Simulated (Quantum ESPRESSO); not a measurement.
# BP (F-43m): how pressure shifts the optical phonon

Wanted: a fit of frequency against volume for BP (F-43m), tested on a run that is left out of it.

Main program and level: Quantum ESPRESSO 7.5; DFT LDA, scalar-relativistic, plane waves, PseudoDojo norm-conserving pseudopotentials.

## 1. The relaxed structure

It takes space group F-43m (No. 216, cubic). The conventional cell has a = 4.487 Å, b = 4.487 Å, c = 4.487 Å, α = 90.00°, β = 90.00°, γ = 90.00°. B has 4 P at 1.94 Å nearest. Nearest to P lie 4 B at 1.94 Å. Farther neighbours are not listed.

This is the cell after its relaxation at this level of theory, not the database cell from which that began.

## 2. Runs at several volumes

The relaxed cell is scaled uniformly; in this structure symmetry fixes all atoms, so nothing has to be relaxed anew. Each volume gets a ground state and a response at Γ. The mode followed is the highest one without the macroscopic field, of symmetry T2; longitudinal polar modes lie higher. Cutoff 84 Ry, k mesh 12×12×12.

From the response at V/V₀ = 0.94:

The program printed:

```text
[banners, grids, parts of the stress and lines that vanish by symmetry left out]
Program PHONON v.7.5
     Reading xml data from directory:

[...]
Exchange-correlation= PW
                           (   1   4   0   0   0   0   0)
[...]
kinetic-energy cut-off    =      84.0000  Ry
     charge density cut-off    =     336.0000  Ry
     convergence threshold     =      1.0E-18
[...]
Exchange-correlation= PW
                           (   1   4   0   0   0   0   0)
[...]
q = (   0.0000000   0.0000000   0.0000000 )
     25 Sym.Ops. (with q -> -q+G )
     G cutoff =  293.6063  (  15009 G-vectors)     FFT grid: ( 36, 36, 36)
     number of k points=    72
[...]
Mode symmetry, T_d (-43m)  point group:
[...]
Dielectric constant
[...]
End of electric fields calculation
          Dielectric constant in cartesian axis
          (       9.141979430       0.000000000      -0.000000000 )
          (       0.000000000       9.141979430       0.000000000 )
          (       0.000000000       0.000000000       9.141979430 )
          Effective charges (d Force / dE) in cartesian axis without acoustic sum rule applied (asr)
           atom    1  B     Mean Z*:       -0.84620
      Ex  (       -0.84620       -0.00000       -0.00000 )
      Ey  (        0.00000       -0.84620       -0.00000 )
      Ez  (       -0.00000       -0.00000       -0.84620 )
           atom    2  P     Mean Z*:        0.84233
      Ex  (        0.84233        0.00000        0.00000 )
      Ey  (        0.00000        0.84233        0.00000 )
      Ez  (        0.00000        0.00000        0.84233 )
          Effective charges Sum: Mean:       -0.00388
[...]
Effective charges (d Force / dE) in cartesian axis with asr applied:
           atom    1  B     Mean Z*:       -0.84427
[...]
atom    2  P     Mean Z*:        0.84427
[...]
Representation #   1 modes #   1   2   3
[...]
End of self-consistent calculation
     Convergence has been achieved
     Representation #   2 modes #   4   5   6
[...]
End of self-consistent calculation
     Convergence has been achieved
[...]
Dielectric constant in cartesian axis
          (       9.141979430       0.000000000      -0.000000000 )
          (       0.000000000       9.141979430       0.000000000 )
          (       0.000000000       0.000000000       9.141979430 )
          Effective charges (d Force / dE) in cartesian axis without acoustic sum rule applied (asr)
           atom    1  B     Mean Z*:       -0.84620
      Ex  (       -0.84620       -0.00000       -0.00000 )
      Ey  (        0.00000       -0.84620       -0.00000 )
      Ez  (       -0.00000       -0.00000       -0.84620 )
           atom    2  P     Mean Z*:        0.84233
      Ex  (        0.84233        0.00000        0.00000 )
      Ey  (        0.00000        0.84233        0.00000 )
      Ez  (        0.00000        0.00000        0.84233 )
          Effective charges Sum: Mean:       -0.00388
[...]
Effective charges (d Force / dE) in cartesian axis with asr applied:
           atom    1  B     Mean Z*:       -0.84427
[...]
atom    2  P     Mean Z*:        0.84427
[...]
q = (    0.000000000   0.000000000   0.000000000 )
[...]
freq (    1) =       0.004350 [THz] =       0.145105 [cm-1]
     freq (    2) =       0.004350 [THz] =       0.145105 [cm-1]
     freq (    3) =       0.004350 [THz] =       0.145105 [cm-1]
     freq (    4) =      26.176512 [THz] =     873.154464 [cm-1]
     freq (    5) =      26.176512 [THz] =     873.154464 [cm-1]
     freq (    6) =      26.176512 [THz] =     873.154464 [cm-1]
[...]
Mode symmetry, T_d (-43m)  point group:
     freq (   1-   3) =          0.1  [cm-1]   --> T_2  G_15 P_4   I+R
     freq (   4-   6) =        873.2  [cm-1]   --> T_2  G_15 P_4   I+R

   JOB DONE.
```

One volume, V/V₀ = 0.97, is held back as a test.

```
V/V₀  volume (Å³/atom)  pressure (GPa)   ω (cm⁻¹)
0.94            10.615           12.12     873.15
0.97            10.954            5.62  held back
   1            11.293           -0.01     821.16
1.03            11.632           -4.90     797.13
1.06            11.971           -9.13     774.28
```

## 3. The fit

The mode Grüneisen parameter is γ = −d ln ω / d ln V.

```
ln(V/V₀)    ln ω
 -0.0619  6.7721
  0.0000  6.7107
  0.0296  6.6810
  0.0583  6.6519
```

A straight line through these points has the slope -1.000, so γ = 1.00; at V/V₀ = 0.97 it predicts ω = exp(6.7104 + 0.0304) = 846.30 cm⁻¹.

A parabola of pressure against ln V through V/V₀ = 0.97, 1 and 1.03 gives the bulk modulus B = −dP/d ln V = 175 GPa at V₀. With ω₀ from the fitted line the pressure coefficient follows as dω/dP = γ ω₀ / B = 1.00 × 820.9 / 175 = 4.69 cm⁻¹/GPa.

## 4. The run that was held back

The program printed:

```text
[banners, grids, parts of the stress and lines that vanish by symmetry left out]
[banner, memory and clock lines left out]
Program PHONON v.7.5

[...]
Exchange-correlation= PW
                           (   1   4   0   0   0   0   0)
[...]
kinetic-energy cut-off    =      84.0000  Ry
     charge density cut-off    =     336.0000  Ry
     convergence threshold     =      1.0E-18
[...]
Exchange-correlation= PW
                           (   1   4   0   0   0   0   0)
[...]
q = (   0.0000000   0.0000000   0.0000000 )
     25 Sym.Ops. (with q -> -q+G )
     G cutoff =  299.8205  (  15353 G-vectors)     FFT grid: ( 36, 36, 36)
     number of k points=    72
[...]
Mode symmetry, T_d (-43m)  point group:
[...]
Dielectric constant
[...]
End of electric fields calculation
          Dielectric constant in cartesian axis
          (       9.148097282      -0.000000000      -0.000000000 )
          (      -0.000000000       9.148097282       0.000000000 )
          (      -0.000000000      -0.000000000       9.148097282 )
          Effective charges (d Force / dE) in cartesian axis without acoustic sum rule applied (asr)
           atom    1  B     Mean Z*:       -0.74370
      Ex  (       -0.74370        0.00000       -0.00000 )
      Ey  (        0.00000       -0.74370       -0.00000 )
      Ez  (       -0.00000       -0.00000       -0.74370 )
           atom    2  P     Mean Z*:        0.73995
      Ex  (        0.73995        0.00000        0.00000 )
      Ey  (        0.00000        0.73995       -0.00000 )
      Ez  (        0.00000       -0.00000        0.73995 )
[...]
Representation #   1 modes #   1   2   3
[...]
End of self-consistent calculation
     Convergence has been achieved
     Representation #   2 modes #   4   5   6
[...]
End of self-consistent calculation
     Convergence has been achieved
[...]
Dielectric constant in cartesian axis
          (       9.148097282      -0.000000000      -0.000000000 )
          (      -0.000000000       9.148097282       0.000000000 )
          (      -0.000000000      -0.000000000       9.148097282 )
          Effective charges (d Force / dE) in cartesian axis without acoustic sum rule applied (asr)
           atom    1  B     Mean Z*:       -0.74370
      Ex  (       -0.74370        0.00000       -0.00000 )
      Ey  (        0.00000       -0.74370       -0.00000 )
      Ez  (       -0.00000       -0.00000       -0.74370 )
           atom    2  P     Mean Z*:        0.73995
      Ex  (        0.73995        0.00000        0.00000 )
      Ey  (        0.00000        0.73995       -0.00000 )
      Ez  (        0.00000       -0.00000        0.73995 )
          Effective charges Sum: Mean:       -0.00375
[...]
Effective charges (d Force / dE) in cartesian axis with asr applied:
           atom    1  B     Mean Z*:       -0.74182
[...]
atom    2  P     Mean Z*:        0.74182
[...]
q = (    0.000000000   0.000000000   0.000000000 )
[...]
freq (    1) =      -0.021219 [THz] =      -0.707778 [cm-1]
     freq (    2) =      -0.021219 [THz] =      -0.707778 [cm-1]
     freq (    3) =      -0.021219 [THz] =      -0.707778 [cm-1]
     freq (    4) =      25.376468 [THz] =     846.467872 [cm-1]
     freq (    5) =      25.376468 [THz] =     846.467872 [cm-1]
     freq (    6) =      25.376468 [THz] =     846.467872 [cm-1]
[...]
Mode symmetry, T_d (-43m)  point group:
     freq (   1-   3) =         -0.7  [cm-1]   --> T_2  G_15 P_4   I+R
     freq (   4-   6) =        846.5  [cm-1]   --> T_2  G_15 P_4   I+R
```

It gives 846.47 cm⁻¹ against the predicted 846.30 cm⁻¹, a miss of 0.2 cm⁻¹.

## 5. Summary of results

```yaml
mode_grueneisen_parameter: 0.9996
bulk_modulus: 175 GPa
pressure_coefficient: 4.69 cm⁻¹/GPa
```

In words: The highest optical mode of BP (F-43m) without the LO-TO term stiffens by 4.69 cm⁻¹ a GPa near the relaxed volume, with γ = 1.00. The power law meets all 5 runs within 0.03 %; between neighbouring volumes γ runs from 0.99 to 1.01. Such a coefficient turns a measured shift of this mode into a hydrostatic stress; uniaxial or biaxial stress splits the mode and needs deformation potentials. These are harmonic values at zero temperature for the structure held cubic, which a run at Γ can't show to be stable; the bulk modulus rests on three points.

[Host names and launcher messages were left out of these logs when they were recorded.]

[Logs are printed without paths, hosts, clocks, repeated set-up lines and the standing remarks that a program may print on its own settings, such as how far it seeks lower states.]

[Hosts, paths, dates, database ids (printed as entryN), source tags and the programs' standing remarks are cut or masked in the printed files.]
